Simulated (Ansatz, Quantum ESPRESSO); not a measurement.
# Lattice dynamics of BP (F-43m) in two programs, part 4 of 4

Wanted: phonon bands, density of states and zone-centre response of BP (F-43m).

Quantum ESPRESSO 7.5; DFT LDA, scalar-relativistic, plane waves, PseudoDojo norm-conserving pseudopotentials.

So far. Step 11 (The LO-TO splitting (1 0 0)): The field moves one mode, from 822 to 829 cm⁻¹; the others stay. Step 13 (A changed mass): The top of the path falls from 829 to 657 cm⁻¹, a ratio of 0.79; a mode of that atom alone would give 0.71.

### Step 14. Cross-check with Ansatz

The same cell goes through another code, with its own cutoff. It uses its own PAW datasets, so the potentials differ. Its k mesh is centred on Γ.

This step: DFT LDA, scalar-relativistic, plane waves, PAW (Ansatz 0.2.0).

Input file input.yaml:

```yaml
crystal:
  lattice:
    - [-2.243490855, 0.0, 2.243490855]
    - [0.0, 2.243490855, 2.243490855]
    - [-2.243490855, 2.243490855, 0.0]
  atoms:
    - { symbol: B, position: [0.0, 0.0, 0.0] }
    - { symbol: P, position: [0.25, 0.25, 0.25] }
kpoints:
  mp_grid: { grid: [8, 8, 8] }
hamiltonian:
  xc: lda
scf:
  occupations: { method: fixed }
output:
  eigenvalues: true
phonons:
  method: dfpt
  dielectric: true
  rigid_motions: translations
  qmesh: [4, 4, 4]
  temperatures: { t_max: 1000, t_step: 50 }
  qpath:
    path:
      - [[0.0, 0.0, 0.0], [0.0, 0.5, 0.5], [0.0, 0.625, 0.375]]
      - [[-0.375, 0.375, 0.0], [0.0, 0.0, 0.0], [0.0, 0.5, 0.0], [-0.25, 0.5, 0.25], [0.0, 0.5, 0.5]]
    npoints: 12
```

Started as:

```
$ ansatz run input.yaml --threads 2 --pin off --max-ram 4096MiB --backend cpu --events-out ev --progress --plain --runs-dir out
```

Numbers of over 12 decimals in the logs are rounded to 6 here.

The log of the run:

```text
Warning: phonons: the dynamical matrix that this run interpolates holds no multipole term above the dipole-dipole one, and a site of this crystal is no centre of inversion, so its interpolated transverse optical and acoustic branches and sound speeds can stay off near Gamma, and the density of states and the thermodynamics with them. What a run solves at a wave vector of phonons.qpoints, Gamma apart, where the deck admits one, is free of this, and under fd what a larger phonons.supercell samples
Engine: ansatz 0.2.0, aarch64-unknown-linux-gnu
Pseudopotentials: kind: paw
Pseudopotential: B, paw, valence charge 3, recommended cutoff 420 eV (normal), B.paw.azcp
Pseudopotential: P, paw, valence charge 5, recommended cutoff 420 eV (normal), P.paw.azcp
Functional definition: SPW92
  exchange = slater_x
  correlation = pw_c
Crystal: 2 atoms, lattice volume = 22.584 Å³
Basis set: ecut = 420 eV, 459 PW (Γ), exchange–correlation on 48×48×48 points (8 copies of the dense FFT grid, shifted against one another)
Bands: 8, of which v1, the nominal top of the filled ones, is band 4 counted from 1 (3 counted from 0)
Symmetry: 24 space group operations
k-points: 95 of 512 (irreducible under 4 space group operations, time reversal used)
Non-local potential: B, projectors of the file, l = 0: 2, l = 1: 2, l = 2: 1
Non-local potential: P, projectors of the file, l = 0: 2, l = 1: 2, l = 2: 2
PAW form: soft (Blöchl's): semilocal exchange-correlation on the pseudo side does not see the compensation charge
PAW frozen core: B, regenerated for the run's functional, and the local potential with it (the file was generated under x = pbe(κ = 0.804, μ = 0.219515), c = pbe(β = 0.066725))
PAW frozen core: P, regenerated for the run's functional, and the local potential with it (the file was generated under x = pbe(κ = 0.804, μ = 0.219515), c = pbe(β = 0.066725))
PAW one-centre angular grid: B, 110 points (default); XC on 64 Gauss nodes
PAW one-centre angular grid: P, 110 points (default); XC on 64 Gauss nodes
Initial density: superposition of atomic densities (neutral atoms: chi_scale 0, normalization atom), corrected by the library's trained network
Initial wavefunctions: pseudopotential atomic-orbital guess
Functional: x = slater, c = lda
SCF iter   1: F=—  HF=-876.636706 eV  |F-HF|=—  |Δ(HF+E_count)|=         —  Δρ=5.34e-3  dr2=4.95e-3  ethr=1.77e-3  ⟨swp⟩=5.1  Hψ=5575  notcnv=0  defer=182
preconditioner: auto → none  [insulator: Δε(μ)=1.172 eV  Ē_g=12.960 eV  n_scr=0 (ndim 8)  ℏωp=22.1 eV  f_vac=0.000  ε∞_Penn≈3.9]
SCF iter   2: F=—  HF=-876.635817 eV  |F-HF|=—  |Δ(HF+E_count)|=   8.89e-4  Δρ=2.39e-3  dr2=7.85e-4  ethr=6.18e-5  ⟨swp⟩=2.5  Hψ=1880  notcnv=0  defer=179
SCF iter   3: F=—  HF=-876.635638 eV  |F-HF|=—  |Δ(HF+E_count)|=   1.78e-4  Δρ=1.06e-3  dr2=1.19e-4  ethr=9.81e-6  ⟨swp⟩=3.0  Hψ=1273  notcnv=0  defer=179
SCF iter   4: F=—  HF=-876.635625 eV  |F-HF|=—  |Δ(HF+E_count)|=   1.34e-5  Δρ=4.70e-4  dr2=2.49e-5  ethr=1.49e-6  ⟨swp⟩=1.0  Hψ=760  notcnv=0  defer=168
SCF iter   5: F=—  HF=-876.635621 eV  |F-HF|=—  |Δ(HF+E_count)|=   4.33e-6  Δρ=1.10e-4  dr2=1.72e-6  ethr=3.11e-7  ⟨swp⟩=1.0  Hψ=760  notcnv=0  defer=158
SCF iter   6: F=—  HF=-876.635620 eV  |F-HF|=—  |Δ(HF+E_count)|=   3.30e-7  Δρ=1.57e-5  dr2=5.99e-8  ethr=2.15e-8  ⟨swp⟩=2.0  Hψ=1113  notcnv=0  defer=147
SCF iter   7: F=—  HF=-876.635621 eV  |F-HF|=—  |Δ(HF+E_count)|=   3.01e-7  Δρ=1.17e-6  dr2=2.17e-10  ethr=7.48e-10  ⟨swp⟩=2.3  Hψ=1138  notcnv=0  defer=154
SCF iter   8: F=-876.635621 eV  HF=-876.635621 eV  |F-HF|=5.46e-12  |Δ(HF+E_count)|=  5.85e-11  Δρ=1.72e-7  dr2=7.27e-12  ethr=1.25e-12  ⟨swp⟩=10.9  Hψ=5282  notcnv=0
SCF 1 converged in 8 iterations: F = -876.635621 eV  dr2 = 7.27e-12
  greatest PAW one-centre occupation: 0.772 electrons in one spin orbital (limit 2), on the P atom at site 1 (counted from 0), in its partial waves of l = 0
NSCF: frozen V_eff on 13 k-points
DFPT response loops at Γ: preconditioner auto → none (the input reference at scf.mixing.eps_inf says where Resta's filter doesn't serve); β = 0.50; Broyden in place of MSR1
── the response to a field inside a basis, on 8×8×8 k-points: an SCF that follows is theirs, and a resumed run solves both again ──
Bands: 5, of which v1, the nominal top of the filled ones, is band 4 counted from 1 (3 counted from 0)
k-points: 60 of 512 (irreducible under 6 space group operations, time reversal used)
Initial density: handed on by an earlier stage of this run
Initial wavefunctions: pseudopotential atomic-orbital guess (no wavefunctions were taken with the density)
Eigensolver: Dense (60 Hₖ)
SCF iter   1: F=—  HF=-876.638711 eV  |F-HF|=—  |Δ(HF+E_count)|=         —  Δρ=2.13e-4  dr2=2.29e-6  ethr=1.00e-1
preconditioner: auto → none  [insulator: Δε(μ)=1.485 eV  Ē_g=9.959 eV  n_scr=0 (ndim 8)  ℏωp=22.1 eV  f_vac=0.000  ε∞_Penn≈5.9]
SCF iter   2: F=—  HF=-876.638712 eV  |F-HF|=—  |Δ(HF+E_count)|=   8.56e-7  Δρ=1.04e-4  dr2=3.98e-7  ethr=2.87e-8
SCF iter   3: F=-876.638712 eV  HF=-876.638712 eV  |F-HF|=4.79e-10  |Δ(HF+E_count)|=   3.94e-7  Δρ=1.47e-5  dr2=1.51e-8  ethr=4.97e-9
SCF 1 converged in 3 iterations: F = -876.638712 eV  dr2 = 1.51e-8
DFPT response loops at Γ: mixed as the last ones told, above
WARN: field response: ε∞ stands inside a basis, on 8×8×8 points; the force constants stand on the 8×8×8 k-mesh, whose period is 12.08 times the interband length at k = (0.0000, 0.0000, 0.0000), direct gap 3.430 eV, under 14: take them and everything formed from them as unconverged, and compare with a denser kpoints.mp_grid
NSCF: frozen V_eff on 29 k-points
NSCF: frozen V_eff on 576 k-points
DFPT response loops at q = (0, 0, 0.25) (fractional): mixed as the last ones told, above
NSCF: frozen V_eff on 300 k-points
DFPT response loops at q = (0, 0, -0.5) (fractional): preconditioner auto → Resta (q_TF=auto, 2.295 Å⁻¹)  ε∞=7.1 (no band partly filled); β = 1.00, the filter's whole step (`scf.mixing.beta` (0.50) is not read by the response loops at its default; to damp them type it under 1.00, their step now; it binds the ground state too); Broyden in place of MSR1
NSCF: frozen V_eff on 328 k-points
DFPT response loops at q = (0, 0.25, 0.25) (fractional): preconditioner auto → none (the input reference at scf.mixing.eps_inf says where Resta's filter doesn't serve); β = 0.50; Broyden in place of MSR1
NSCF: frozen V_eff on 1024 k-points
DFPT response loops at q = (0, 0.25, -0.5) (fractional): mixed as the last ones told, above
NSCF: frozen V_eff on 576 k-points
DFPT response loops at q = (0, 0.25, -0.25) (fractional): mixed as the last ones told, above
NSCF: frozen V_eff on 190 k-points
DFPT response loops at q = (0, -0.5, -0.5) (fractional): preconditioner auto → Resta (q_TF=auto, 2.295 Å⁻¹)  ε∞=7.1 (no band partly filled); β = 1.00, the filter's whole step (`scf.mixing.beta` (0.50) is not read by the response loops at its default; to damp them type it under 1.00, their step now; it binds the ground state too); Broyden in place of MSR1
NSCF: frozen V_eff on 328 k-points
DFPT response loops at q = (0.25, -0.5, -0.25) (fractional): preconditioner auto → none (the input reference at scf.mixing.eps_inf says where Resta's filter doesn't serve); β = 0.50; Broyden in place of MSR1
SCF converged after 8 iterations
Free energy (F): -876.635621 eV
Harris-Foulkes:  -876.635621 eV  (|F-HF|=5.46e-12)
Internal energy: -876.635621 eV  (E = F + TS)
E sigma→0 (E₀):  -876.635621 eV
Fermi energy:    9.522059 eV
--- Per-component energies (eV) ---
  E_band       = 23.430408
  E_kinetic    = 123.772572
  E_local      = -67.748258  (includes V_loc(G=0)·N_el)
  E_nonlocal   = 47.131174
  E_hartree    = 16.559809
  E_xc         = -94.999654
  E_vxc        = -101.310764  (∫ρ·V_xc dr)
  E_paw        = -612.776809  (= ΣΔE_a)
  E_vpaw       = -11.533934  (= ΣTr[D̂ρ^β])
  E_aug_tail   = -0.000000  (compensation charges beyond the density's cutoff)
  E_ewald      = -288.737640
  E_core_change = 0.163186  (= ΣΔE_core)
  E_smearing   = -0.000000  (= −TS)
  E_closure    = 0.000000  (closes the sum)
  Σ components = -876.635621   (vs F -876.635621, Δ=0.00e0)
--- Band table (eV; the first three rows and the last of 95) ---
  k-point 0: bands = ["-6.1756", "9.5221", "9.5221", "9.5221", "12.9525", "12.9525", "12.9525", "17.3944"]
  k-point 1: bands = ["-5.8872", "7.6467", "9.0844", "9.0844", "13.5185", "13.5557", "13.5557", "18.1042"]
  k-point 2: bands = ["-5.0395", "4.5986", "8.3830", "8.3830", "13.6563", "14.3194", "14.3194", "19.3115"]
  k-point 94: bands = ["-1.1721", "0.8617", "5.2957", "5.2957", "10.7623", "11.0442", "21.7730", "21.7730"]
--- Phonons (Γ-DFPT): 2 representative perturbations + reference, on 95 of 512 k-points (Σ response iterations 6) ---
  k mesh reduced under 4 symmetry operations, with k and −k counted as one. Each operation leaves every solved perturbation unchanged. A smaller set is not considered because the run solves the response to a homogeneous field
  ASR residual: 1.141e-4 → 0.000e0 eV/Å²; symmetrization residual: 7.814e-8 eV/Å²
  ASR residual per site (eV/Å²): 8.82e-6 1.14e-4
  Γ frequencies (cm⁻¹): 0.00 0.00 0.00 822.90 822.90 822.90
  ε∞ (high-frequency dielectric tensor):
        9.179057     0.000000     0.000000
        0.000000     9.179057     0.000000
        0.000000     0.000000     9.179057
  ε⁰ (static dielectric tensor: ions relaxed, cell fixed):
        9.347302     0.000000     0.000000
        0.000000     9.347302    -0.000000
        0.000000    -0.000000     9.347302
  ε⁰ − ε∞ (ionic part):
        0.168245     0.000000     0.000000
        0.000000     0.168245    -0.000000
        0.000000    -0.000000     0.168245
  softest optical mode at Γ: 822.90 cm⁻¹; the repairs (sum rule, projections) moved no ω² at Γ by more than (1.01 cm⁻¹)²
  Born effective charges Z* (e; rows j = field, columns β = displacement):
    site 0:
        -0.64732   -0.00000   -0.00000
        -0.00000   -0.64732    0.00000
         0.00000    0.00000   -0.64732
    site 1:
         0.64732    0.00000    0.00000
         0.00000    0.64732   -0.00000
        -0.00000   -0.00000    0.64732
  Z* charge neutrality: 1.435e-4 e pre-enforcement
  solved inside a basis spanned on kpoints, on 8×8×8 k-points, its susceptibility summed on 12×12×12: ε∞ is read to err by 3.0e-2, Z* by 5.5e-3 e (field_mesh: kpoints solves on kpoints); Z* is corrected for what the basis lacks
  optical modes at Γ without the LO–TO term, one row a degenerate level:
      ω (cm⁻¹)  modes    IR ((D/Å)²/amu)
        822.90      3             3.6191
  optical modes at Γ + LO–TO along q̂ = [1.0000, 0.0000, 0.0000]:
      ω (cm⁻¹)  modes    IR ((D/Å)²/amu)
        822.90      2             2.4128
        830.41      1             1.2064
  optical modes at Γ + LO–TO along q̂ = [0.0000, 1.0000, 0.0000]:
      ω (cm⁻¹)  modes    IR ((D/Å)²/amu)
        822.90      2             2.4128
        830.41      1             1.2064
  optical modes at Γ + LO–TO along q̂ = [0.0000, 0.0000, 1.0000]:
      ω (cm⁻¹)  modes    IR ((D/Å)²/amu)
        822.90      2             2.4128
        830.41      1             1.2064
--- Phonons (arbitrary-q DFPT): 8 irreducible q on the 4×4×4 mesh ---
  q = [0.0000, 0.0000, 0.0000] (star 1, of the zone-centre solve; hermiticity 7.83e-9, symmetrization 7.12e-16): -0.00 0.00 0.00 822.90 822.90 822.90
  q = [0.0000, 0.0000, 0.2500] (star 8, 2 solved perturbations on 288 of 512 k-point pairs; hermiticity 6.73e-9, symmetrization 2.61e-15): 178.34 178.34 352.91 796.74 796.74 812.39
  q = [0.0000, 0.0000, -0.5000] (star 4, 2 solved perturbations on 150 of 512 k-point pairs; hermiticity 3.95e-9, symmetrization 1.49e-15): 222.57 222.57 518.87 777.18 784.49 784.49
  q = [0.0000, 0.2500, 0.2500] (star 6, 4 solved perturbations in 528 linear systems a pass and spin channel, the states on 164 of 512 k-point pairs; hermiticity 1.61e-8, symmetrization 1.32e-15): 240.36 240.36 368.94 767.73 767.73 825.64
  q = [0.0000, 0.2500, -0.5000] (star 24, 4 solved perturbations in 1600 linear systems a pass and spin channel, the states on 512 of 512 k-point pairs; hermiticity 8.80e-9, symmetrization 3.11e-15): 283.44 367.49 466.07 720.41 748.75 807.17
  q = [0.0000, 0.2500, -0.2500] (star 12, 4 solved perturbations in 904 linear systems a pass and spin channel, the states on 288 of 512 k-point pairs; hermiticity 1.72e-8, symmetrization 6.28e-15): 262.07 357.88 419.60 732.24 760.33 809.16
  q = [0.0000, -0.5000, -0.5000] (star 3, 4 solved perturbations in 308 linear systems a pass and spin channel, the states on 95 of 512 k-point pairs; hermiticity 9.86e-9, symmetrization 2.59e-15): 311.11 311.11 537.82 731.47 731.47 805.84
  q = [0.2500, -0.5000, -0.2500] (star 6, 4 solved perturbations in 502 linear systems a pass and spin channel, the states on 164 of 512 k-point pairs; hermiticity 1.03e-8, symmetrization 2.04e-15): 370.00 416.87 445.50 686.29 731.45 803.51
  sum rule: each row above includes the acoustic sum rule's correction from the zone centre's row sums; it moved no ω² by more than (1.00 cm⁻¹)²
  mesh force constants: q→R imaginary residual 1.37e-18; ASR residual 1.141e-4 → 0.000e0 eV/Å²; symmetrization residual 1.066e-14 eV/Å²
  interpolated dispersion: 75 rows × 6 modes
  density of states and harmonic sums: on the 24×24×24 q-mesh, interpolated from the force constants of a 4×4×4 supercell (with the dipole–dipole term)
  largest difference from the sums on the solved wave vectors: F 7.47e-3 eV, S 1.15e-5 and C_V 4.02e-6 eV/K
  zero-point energy: 0.206069 eV/cell   skipped modes (ω ≤ 0): 3   left out of the sums: 3.62e-5 of the cell's modes: C_V's classical limit lies that fraction below 3 k_B per atom; for a crystal, a wire or a layer, F and S can be off by more, and a phonons.interpolated_qmesh denser along its periods is the remedy for the sampling
```

Wall time 49 s (2 threads of Arm Neoverse V1, shared host); peak memory 0.52 GiB.

Read from the output:

* gap on the k-mesh: 1.182 eV
* sum-rule residual before enforcement: 1.14e-4 eV/Å²
* miss of the charge sum rule: 1.44e-4 e
* estimated error of the dielectric tensor: 0.02997
* estimated error of the Born charges: 0.005509 e
* mean frequency: 554 cm⁻¹
* Debye temperature (second moment): 1112 K
* logarithmic mean frequency: 498.5 cm⁻¹
* highest optical zone-centre mode (no LO-TO term): 822.9 cm⁻¹
* lowest optical zone-centre mode: 822.9 cm⁻¹
* mean high-frequency dielectric constant: 9.179
* largest Born charge in size (third of the trace): 0.6473 e
* mean static dielectric constant: 9.347
* highest mode moved by the LO-TO term: 830.4 cm⁻¹

Transverse modes. Lines of the infrared spectrum (strongest = 100):

```
position (cm⁻¹)  label  IR intensity ((D/Å)²/amu), degenerate modes summed, relative
            823     T2                                                           100
```

The log warns that the force constants on this k mesh are to be taken as unconverged.

### Step 15. Side by side: QE PseudoDojo and Ansatz, PAW

Worked out from the results:

```
root-mean-square difference             : 1.24 cm⁻¹
largest difference                      : 2.18 cm⁻¹
root-mean-square difference on the path : 1.2 cm⁻¹
largest difference on the path          : 2.2 cm⁻¹
```

The 12 of 45 modes that differ most. Frequencies side by side:

```csv
q (reciprocal lattice),mode,QE PseudoDojo (cm⁻¹),"Ansatz, PAW (cm⁻¹)"
0 0 -0.5,5,782.9,784.5
0 0 -0.5,6,782.9,784.5
0 0.25 0.25,6,824.1,825.6
0 0.25 -0.5,4,718.6,720.4
0 0.25 -0.5,5,747.1,748.8
0 0.25 -0.25,4,730.6,732.2
0 0.25 -0.25,5,758.8,760.3
0 -0.5 -0.5,4,729.8,731.5
0 -0.5 -0.5,5,729.8,731.5
0 -0.5 -0.5,6,804.3,805.8
0.25 -0.5 -0.25,4,684.1,686.3
0.25 -0.5 -0.25,5,729.7,731.5
```

The two runs side by side. Further quantities:

| quantity | QE PseudoDojo | Ansatz, PAW |
| --- | --- | --- |
| mean ε∞ | 9.461 | 9.179 |
| largest Born charge in size (e; the first before, the second after the charge sum rule) | 0.677 | 0.647 |

The interpolated bands of the two lie on top of each other.

At the solved wavevectors the largest difference (acoustic modes at Γ apart) is 0.3 % of the highest mode; the largest Born charge differs by 4.6 %.

### Step 16. Outcome

```json
{"space group after relaxation": "F-43m", "volume per atom": "11.3 Å³", "gap on the k-mesh": "1.20 eV", "highest optical zone-centre mode (no LO-TO term)": "821.6 cm⁻¹", "highest mode moved by the LO-TO term (probably not converged in the k mesh)": "828.7 cm⁻¹", "mean high-frequency dielectric constant (probably not converged in the k mesh)": "9.46", "largest Born charge in size (third of the trace) (probably not converged in the k mesh)": "0.677 e", "mean static dielectric constant (probably not converged in the k mesh)": "9.63", "q mesh": "4×4×4", "lowest mode on the q mesh (acoustic ones at the zone centre apart)": "178.8 cm⁻¹", "zero-point energy per atom": "102.8 meV", "heat capacity at 300 K": "14.5 J/(mol atoms K)", "vibrational entropy at 300 K": "9.86 J/(mol atoms K)", "imaginary modes on the q mesh": "none", "largest difference from Ansatz, PAW": "2.18 cm⁻¹"}
```

In words: BP (F-43m) is dynamically stable on the 4×4×4 mesh; its spectrum reaches 829 cm⁻¹. At the LDA level the optical modes of BP (F-43m) at the zone centre (no LO-TO term) lie at 822 cm⁻¹. Along the directions run, the highest mode that the macroscopic field moves lies at 829 cm⁻¹. Lattice motion raises the mean dielectric constant from 9.461 to 9.626. The Born charges miss their sum rule by 0.073 e, a sign that the k mesh or the cutoff is short for the field response. ε∞, the Born charges and what follows from them are probably not converged in the k mesh. The Lyddane-Sachs-Teller relation holds: (ωLO/ωTO)² is 1.02 and ε₀/ε∞ is 1.02. QE PseudoDojo and Ansatz, PAW differ by 1.2 cm⁻¹ in the root mean square and by 2.2 cm⁻¹ at most, 0.3 % of the highest mode compared (acoustic modes at Γ left out; ph.x's values are those before the sum rule); the two use different potentials, and the cell was not relaxed for the second set. These are harmonic frequencies at zero temperature: anharmonic shifts and linewidths and thermal expansion are left out. Ansatz's log warns that force constants on this k mesh are to be taken as unconverged, an error that the frequencies of both programs share.

Comparison with the measured values:

| quantity | measured | LDA PseudoDojo norm-conserving, Quantum ESPRESSO |
| --- | --- | --- |
| lattice constant a (Å) | 4.5383 | 4.487 (-1.1 %) |
| Raman mode, TO at Gamma (T2), ambient … (cm⁻¹) | 794 | 822 (+3.5 %) |

Measured values from arxiv:1906.04101 (2019) and arxiv:1505.05714 (2015).

How well it matches: The lattice constant a is off by -1.1 %: fair agreement. The Raman mode is off by +3.5 %: fair agreement. The grades are ours: good and fair within 0.7 and 1.5 % for the lattice constant a and 3 and 7 % for the Raman mode. For lattice constants and Raman mode the calculation has a static lattice, without zero-point motion or thermal expansion (measured at up to 300 K). Limits of convergence are named above.

[Host names and launcher messages were left out of these logs when they were recorded.]

[Logs are printed without paths, hosts, clocks, repeated set-up lines and the standing remarks that a program may print on its own settings, such as how far it seeks lower states.]

[Hosts, paths, dates, database ids (printed as entryN), source tags and the programs' standing remarks are cut or masked in the printed files.]
